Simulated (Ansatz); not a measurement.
Rows from a G0W0 calculation on WS2 (layered bulk) (P6_3/mmc) (Ansatz 0.2.0; G0W0 on PBEsol, plane waves, PAW; PAW set soft_1; 9×9×2 mesh, 412 empty bands, screening to 150 eV, PAW set soft_1 files), in eV. Spin-orbit coupling is left out.

```tsv
row	k	band	start	Σx	Σc at the solution	Vxc
A	Γ	c1	15.183	-13.920	-4.117	-18.248
B	(0.111, 0.222, 0.000)	v1	11.239	-19.558	1.232	-18.134
C	(0.111, 0.222, 0.000)	c2	14.812	-14.343	-4.375	-19.023
D	Γ	v2	11.714	-18.863	1.776	-16.599
E	(0.111, 0.222, 0.000)	c1	13.766	-13.360	-3.821	-17.422
F	Γ	v1	12.979	-19.502	0.282	-19.051
```

Give the quasiparticle energies and the shift of each level.

The quasiparticle equation reads E = start + Σx + Σc(E) − Vxc.

```tsv
row	E (eV)	shift (eV)
A	15.394	+0.211
B	11.048	−0.191
C	15.116	+0.305
D	11.226	−0.488
E	14.006	+0.241
F	12.809	−0.169
```

The gap over the computed points goes from 0.79 eV to 1.20 eV.

Limits: not at the basis limit; no spin-orbit coupling; coarse k mesh.

[Paths, hosts, dates, memory and timing lines, banners, echoed tables and standing remarks are left out of the program output.]

[Logs are printed without paths, hosts, clocks, repeated set-up lines and the standing remarks that a program may print on its own settings, such as how far it seeks lower states.]

[Runs of the session that timed out or met a known fault of the program may be left out.]

[Cells called generated may have been cut or substituted from an entry of the Crystallography Open Database or the Materials Project.]

[Hosts, paths, dates, database ids (printed as entryN), source tags and the programs' standing remarks are cut or masked in the printed files.]
